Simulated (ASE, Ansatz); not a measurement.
# Structural relaxation of h-AlN/h-BN heterobilayer (142 atoms), part 2 of 2

How does h-AlN/h-BN heterobilayer (142 atoms) relax, and what do bonds, charges and levels look like afterwards?

Ansatz 0.2.0; Kohn-Sham DFT, RPBE+D4, PAW (set soft_2), plane waves.

The cell: 28 Al, 71 N and 43 B. Sampling is at Γ alone, for a cell whose shortest periodic width is 14 Å.

So far. Step 2 (Relaxation): The relaxation changed the energy by -7.28 meV/atom, and atoms moved by 0.077 Å r.m.s., 0.14 Å at most.

## 4. Single point at the relaxed geometry

The electronic structure is read at the final geometry, in a run of its own.

input.yaml reads:

```yaml
crystal:
  lattice:
    - [16.4911, 0.0, 0.0]
    - [-8.24555, 14.28171, 0.0]
    - [0.0, 0.0, 17.3]
  atoms:
    - { symbol: Al, position: [0.09536, 0.61865, 0.40978] }
    - { symbol: "N", position: [0.11928, 0.52351, 0.40976] }
    - { symbol: Al, position: [0.16696, 0.83317, 0.4114] }
    - { symbol: "N", position: [0.19076, 0.73783, 0.41173] }
    - { symbol: Al, position: [0.23835, 0.04726, 0.40865] }
    - { symbol: "N", position: [0.26219, 0.95209, 0.40828] }
    - { symbol: Al, position: [0.09564, 0.11886, 0.41182] }
    - { symbol: "N", position: [0.11932, 0.02353, 0.40994] }
    - { symbol: Al, position: [0.16685, 0.33301, 0.40903] }
    - { symbol: "N", position: [0.19074, 0.23789, 0.40932] }
    - { symbol: Al, position: [0.23834, 0.54742, 0.40988] }
    - { symbol: "N", position: [0.26221, 0.45211, 0.41082] }
    - { symbol: Al, position: [0.30985, 0.7615, 0.41] }
    - { symbol: "N", position: [0.33363, 0.6663, 0.40791] }
    - { symbol: Al, position: [0.38121, 0.97586, 0.40918] }
    - { symbol: "N", position: [0.40488, 0.88056, 0.40942] }
    - { symbol: Al, position: [0.30979, 0.26159, 0.40894] }
    - { symbol: "N", position: [0.33355, 0.16632, 0.40913] }
    - { symbol: Al, position: [0.38124, 0.47579, 0.41165] }
    - { symbol: "N", position: [0.40508, 0.38064, 0.40883] }
    - { symbol: Al, position: [0.45263, 0.69017, 0.40964] }
    - { symbol: "N", position: [0.47637, 0.5949, 0.41047] }
    - { symbol: Al, position: [0.52397, 0.90451, 0.41144] }
    - { symbol: "N", position: [0.54795, 0.80934, 0.411] }
    - { symbol: Al, position: [0.45254, 0.19012, 0.41176] }
    - { symbol: "N", position: [0.47652, 0.095, 0.41003] }
    - { symbol: Al, position: [0.52408, 0.4045, 0.40905] }
    - { symbol: "N", position: [0.54782, 0.30918, 0.41034] }
    - { symbol: Al, position: [0.59552, 0.61875, 0.40973] }
    - { symbol: "N", position: [0.61936, 0.52354, 0.40876] }
    - { symbol: Al, position: [0.66691, 0.83292, 0.41081] }
    - { symbol: "N", position: [0.69082, 0.73771, 0.40978] }
    [... 104 atom lines left out ...]
    - { symbol: B, position: [0.10669, 0.51653, 0.58988] }
    - { symbol: "N", position: [0.06759, 0.41558, 0.59017] }
    - { symbol: B, position: [0.246, 0.67922, 0.59266] }
    - { symbol: "N", position: [0.20759, 0.57846, 0.59127] }
    - { symbol: B, position: [0.26945, 0.53953, 0.59252] }
    - { symbol: "N", position: [0.23033, 0.43878, 0.59453] }
kpoints:
  mp_grid: { grid: [1, 1, 1] }
hamiltonian:
  xc: rpbe
  dispersion: d4
scf:
  occupations: { method: fermi_dirac, width: 0.05 }
output:
  forces: true
  populations: true
  dos:
    method: { smearing: { sigma: 0.08 } }
    de: 0.1
    projected:
      site_lists:
        Al: [Al]
        B: [B]
        "N": ["N"]
        layer_1: [0, 1, 2, 3, 4, 5, 6, 7, 8, 9, 10, 11, 12, 13, 14, 15, 16, 17, 18, 19, 20, 21, 22, 23, 24, 25, 26, 27, 28, 29, 30, 31, 32, 33, 34, 35, 36, 37, 38, 39, 40, 41, 42, 43, 44, 45, 46, 47, 48, 49, 50, 51, 52, 53, 54, 55]
  eigenvalues: true
  write_density: true
  write_potential: true
  volumetric_format: npy
  elf: true
```

Launch:

```bash
> ansatz run input.yaml --threads 4 --pin off --max-ram 8192MiB --backend cpu --events-out ev --progress --plain --runs-dir out
```

Numbers of over 12 decimals in the logs are rounded to 6 here.

The program printed:

```text
[...]
Crystal: 142 atoms, lattice volume = 4074.515 Å³
Basis set: ecut = 420 eV, 79485 PW (Γ), exchange–correlation on 240×240×240 points (8 copies of the dense FFT grid, shifted against one another)
Bands: 426, of which v1, the nominal top of the filled ones, is band 284 counted from 1 (283 counted from 0)
Symmetry: 1 space group operations
[...]
k-points: 1
[...]
SCF iter   1: F=—  HF=-49460.781003 eV  |F-HF|=—  |Δ(HF+E_count)|=         —  Δρ=3.43e-3  dr2=1.03e0  ethr=1.77e-3  ⟨swp⟩=12.0  Hψ=3062  notcnv=0  defer=82
[...]
SCF iter   9: F=-49460.521093 eV  HF=-49460.521093 eV  |F-HF|=6.30e-9  |Δ(HF+E_count)|=   2.02e-7  Δρ=1.03e-6  dr2=4.14e-8  ethr=1.76e-11  ⟨swp⟩=29.0  Hψ=4777  notcnv=0
SCF 1 converged in 9 iterations: F = -49460.521093 eV  dr2 = 4.14e-8
[...]
WARN: The output density's exchange-correlation potential varies sharply where the density is thin. Do not read a vacuum level from v_tot or v_xc, or from such a field of the output density. On a cell that repeats whose density bears no net charge and no dipole along the vacuum's axis use v_es (v_loc + v_h of the components); [...]
SCF converged after 9 iterations
Free energy (F): -49460.521093 eV
[...]
Internal energy: -49460.521093 eV  (E = F + TS)
E sigma→0 (E₀):  -49460.521093 eV
Fermi energy:    0.360312 eV
[...]
--- Forces (eV/Å), atoms counted from 1 ---
  atom   1  Al     0.00574532    -0.00430430     0.00157025
  atom   2  N     -0.01045470     0.00416799     0.00041053
  atom   3  Al    -0.00274834     0.00742004     0.00076384
  atom   4  N      0.00486587    -0.00261055    -0.00104023
  atom   5  Al     0.00526100     0.01378682    -0.00628705
  atom   6  N      0.00252267    -0.00784382     0.00129205
  atom   7  Al     0.00198545    -0.00764247    -0.00044956
  atom   8  N     -0.00858470     0.00376177     0.00065777
  atom   9  Al    -0.00137493     0.00358248    -0.00380174
  atom  10  N      0.00508184    -0.00093740    -0.00080446
  atom  11  Al     0.00452659    -0.00202085    -0.00101851
  atom  12  N     -0.00556553    -0.00239138     0.00123836
  atom  13  Al    -0.00647087     0.00023942     0.00119149
  atom  14  N      0.00227113     0.00064541     0.00237928
[...]
atom 141  B      0.00251139    -0.00196043    -0.00029450
  atom 142  N     -0.00593094     0.00597396     0.00055447
  max |Σ_I F_I| component: 3.57e-4 eV/Å
--- Band table (eV) ---
[...]
--- Löwdin populations: 142 sites ---
  site symbol       q [e]
     0     Al      1.8272
     1      N      6.1021
     2     Al      1.8283
[...]
141      N      5.3429
  spilling = 0.008629 (of n_electrons = 568.000000)
```

The job ended after 2 min (4 threads of AMD EPYC 7R43, shared host; peak memory 5 GiB; 7.4 min of CPU time).

Reading the cycles: dr2 is the Hartree energy of the density residual (eV), the measure of convergence; HF is the Harris–Foulkes estimate of the energy, which meets the free energy F at convergence.

The program notes that the exchange-correlation potential is rough where the density is thin.

Numbers from this run:

| Quantity | Value |
| --- | --- |
| free energy | -49460.5211 eV |
| free energy per atom | -348.3135 eV/atom |
| SCF cycles | 9 |
| r.m.s. force component | 0.00383 eV/Å |
| longest force | 0.0192 eV/Å |
| Fermi energy | 0.3603 eV |
| gap (highest filled to lowest empty level) | 3.218 eV |
| spilling of the projection | 0.008629 |

Löwdin charges by element (they lack the spilled electrons, 0.035 e an atom on average):

```
element  coordination  atoms  mean charge (e)  spread  least    most
     Al           all     28             1.17  7.0e-4   1.17    1.17
      B           all     43            0.413  0.0047  0.402   0.421
      N           all     71           -0.643   0.369  -1.10  -0.343
```

By region:

```
 region  atoms  mean length of the force (eV/Å)
layer 1     56                            0.007
layer 2     86                            0.005
```

Density of states as counts of states in windows of 1 eV (from the Fermi level), total and the larger projections:

```
from (eV)  to (eV)  total   N p  layer 1   B p  Al p
      -10       -9   12.3   7.8      0.0   2.4   0.0
       -9       -8   28.9  18.7      0.0   5.1   0.0
       -8       -7   35.1  21.6      0.7   9.8   0.4
       -7       -6   66.0  43.2     14.6  16.4   1.8
       -6       -5   57.3  39.5     27.6   7.8   2.8
       -5       -4   48.4  36.0     12.7   8.7   2.4
       -4       -3   69.1  54.0     52.0   2.8   9.0
       -3       -2   54.6  47.1     41.9   0.7   5.7
       -2       -1   18.0  16.8     16.6   0.1   0.5
       -1        1    0.0   0.0      0.0   0.0   0.0
        1        2    2.5   0.0      1.3   0.5   0.1
        2        3   37.5   3.4      8.5  19.5   3.7
        3        4   49.5   7.2     13.6  16.3   7.5
        4        5   90.6  10.4     44.4  11.9  30.8
```

The curve was stored every 0.10 eV, coarse against its broadening of 0.08 eV, so these counts are rough.

Between -21 and -10 eV lie 178 more states.

The levels nearest the highest filled one (over half full), pooled over k-points and spins:

```
level less the highest filled one (eV)  occupation
                               -0.0653           2
                               -0.0485           2
                                -0.048           2
                                -0.015           2
                               -0.0146           2
                                     0           2
                                  3.22           0
                                  3.78           0
                                  3.78           0
                                  3.78           0
                                  3.78           0
                                  3.78           0
```

Planar average of the electrostatic potential energy along the normal, with the Fermi level as zero, after a running mean with a triangular window 4 Å wide at its base:

```
height (Å)  potential energy (eV)
       0.0                   3.46
       0.4                   3.48
       1.0                   3.50
       1.4                   3.51
       2.0                   3.53
       2.5                   3.55
       2.9                   3.56
       3.5                   3.57
       3.9                   3.53
       4.5                   3.27
       4.9                   2.60
       5.3                   1.32
       5.9                  -1.04
       6.3                  -2.84
       6.9                  -4.46
       7.4                  -4.45
       7.8                  -3.63
       8.4                  -3.19
       8.8                  -3.90
       9.4                  -5.82
       9.8                  -7.65
      10.2                  -8.56
      10.8                  -6.74
      11.2                  -4.20
      11.8                  -0.66
      12.3                   1.58
      12.7                   2.83
      13.3                   3.25
      13.7                   3.32
      14.3                   3.35
      14.7                   3.37
      15.1                   3.38
      15.7                   3.40
      16.1                   3.42
      16.7                   3.44
      17.2                   3.46
```

Electrostatic potential energy in the ca plane at fractional y = 0.322, with atoms of Al and N and B within 0.2 Å of it. With pseudopotentials it is smooth inside the atoms' cores, unlike the true potential.

Ten even steps from '0' (-21 eV) to '9' (4 eV), each cell a mean:
```
99999999999999998878999862137999999999999999
99999999999999999989999862137999999999999999
99999999999999998778999987789999999999999999
99999999999999987545899975468999999999999999
99999999999999998667899830006899999999999999
99999999999999999889999862147999999999999999
99999999999999997656899984368999999999999999
99999999999999862342478862137999999999999999
99999999999999862342478840006899999999999999
99999999999999997325899971038999999999999999
99999999999999995001899960018999999999999999
99999999999999998436999862048999999999999999
99999999999999998878999872148999999999999999
99999999999999999889999950017999999999999999
99999999999999998778999961038999999999999999
99999999999999987446899986678999999999999999
99999999999999997667899985468999999999999999
99999999999999999889999960018999999999999999
99999999999999987656899985469999999999999999
99999999999999862342479988889999999999999999
99999999999999862342479986478999999999999999
99999999999999997325899973258999999999999999
99999999999999995001899987789999999999999999
99999999999999998436999988789999999999999999
```
Columns run along c (17.3 Å; values clipped at the 3rd and 97th percentile), rows up along a (16.5 Å). Atoms in or near the plane, at fractional coordinates: Al at (0.41, 0.17), N at (0.41, 0.55), Al at (0.41, 0.67), N at (0.41, 0.05), B at (0.59, 0.80), N at (0.59, 0.42).

ELF in the ca plane at fractional y = 0.322, with atoms of Al and N and B within 0.2 Å of it. It is the smooth field of the valence electrons, not physical close to the nuclei.

Ten even steps from '0' (0.00) to '9' (0.85), each cell a mean:
```
00000000000000123333200256764200000000000000
00000000000000123443210245553100000000000000
00000000000001357898730013331000000000000000
00000000000001358999730124443100000000000000
00000000000000012233200231123100000000000000
00000000000000012332100256664200000000000000
00000000000000134454310368876310000000000000
00000000000000122111210368875200000000000000
00000000000000123212310243344200000000000000
00000000000002479999830389998520000000000000
00000000000013579758840388898520000000000000
00000000000002468999730267875210000000000000
00000000000000123333200267775200000000000000
00000000000000123443201587588620000000000000
00000000000001357998620488687520000000000000
00000000000001368999620134442100000000000000
00000000000000112332200257765210000000000000
00000000000000012332101588798520000000000000
00000000000000134454310256664200000000000000
00000000000000122111210011110000000000000000
00000000000000133222210267775200000000000000
00000000000002479999720379997310000000000000
00000000000013589658840012221000000000000000
00000000000012478999730001110000000000000000
```
Columns run along c (17.3 Å), rows up along a (16.5 Å). Atoms in or near the plane, at fractional coordinates: Al at (0.41, 0.17), N at (0.41, 0.55), Al at (0.41, 0.67), N at (0.41, 0.05), B at (0.59, 0.80), N at (0.59, 0.42).

Mean Löwdin charges: Al +1.17, B +0.41, N -0.64 e (they miss 0.86 % of the electrons, so they add up to more than the cell's charge). The largest share in the top eV of filled states is N p (89 % of the projected weight), and in the lowest eV of empty states B p (74 % of the projected weight). The potential slopes across the vacuum by 0.036 eV/Å: the slab bears a dipole, and with periodic images along the normal there is no flat vacuum level to read.

Local excerpt of 11 atoms (numbers count through the whole input) about N2, whose charge lies farthest from its element's mean; x, y, z are measured from there.

```
atom      x      y      z  distance (Å)  bonds  Löwdin charge (e)
  N2   0.00   0.00   0.00          0.00      3              -1.10
Al55  -0.59  -1.70   0.02          1.80      3               1.17
 Al1  -1.18   1.36   0.00          1.80      3               1.17
Al11   1.77   0.34   0.00          1.80      3               1.17
 N50  -2.94   1.02  -0.04          3.12      3              -1.10
 N48  -2.35  -2.04   0.04          3.12      3              -1.10
 N56   0.59  -3.06  -0.03          3.12      3              -1.10
  N4  -0.59   3.06   0.03          3.12      3              -1.10
 N14   2.36   2.04  -0.03          3.12      3              -1.10
 N12   2.95  -1.02   0.02          3.12      3              -1.10
B137  -0.15  -0.10   3.12          3.12      3               0.42
```

The column of bonds counts only the pairs N-B within 1.88 Å, N-Al within 2.25 Å; other neighbours, such as metal atoms beside each other in a compound, aren't counted, and periodic images can show an atom twice.

## 5. Outcome

| Item | Value |
| --- | --- |
| energy change in the relaxation | -7.282 meV/atom |
| r.m.s. displacement | 0.077 Å |
| largest displacement | 0.136 Å |
| free energy per atom | -348.3135 eV/atom |
| r.m.s. force component | 0.00383 eV/Å |
| gap (highest filled to lowest empty level) | 3.218 eV |
| wall time of the 2 DFT runs | 8.4 min |

In words: Relaxation lowers the energy by 7.28 meV/atom and moves atoms by 0.077 Å r.m.s. By the final cutoffs no bond was broken or made. First to last step the energy falls by 1.034 eV; the largest move, 0.14 Å, is that of N4, with 1 other atom within 2 % of it. With the cutoffs above, all Al atoms have 3, all B atoms have 3 and all N atoms have 3 bonded neighbours. The highest filled and lowest empty levels differ by 3.22 eV at Γ alone; the mesh holds the band edges only if they fold onto it, so the gap at this level can be narrower or closed, while semilocal functionals tend to narrow gaps against experiment.

What to keep in mind: The slab bears a dipole and has periodic images along its normal, so a spurious field crosses the vacuum.

[Logs are printed without paths, hosts, clocks, repeated set-up lines and the standing remarks that a program may print on its own settings, such as how far it seeks lower states.]

[Hosts, paths, dates, database ids (printed as entryN), source tags and the programs' standing remarks are cut or masked in the printed files.]
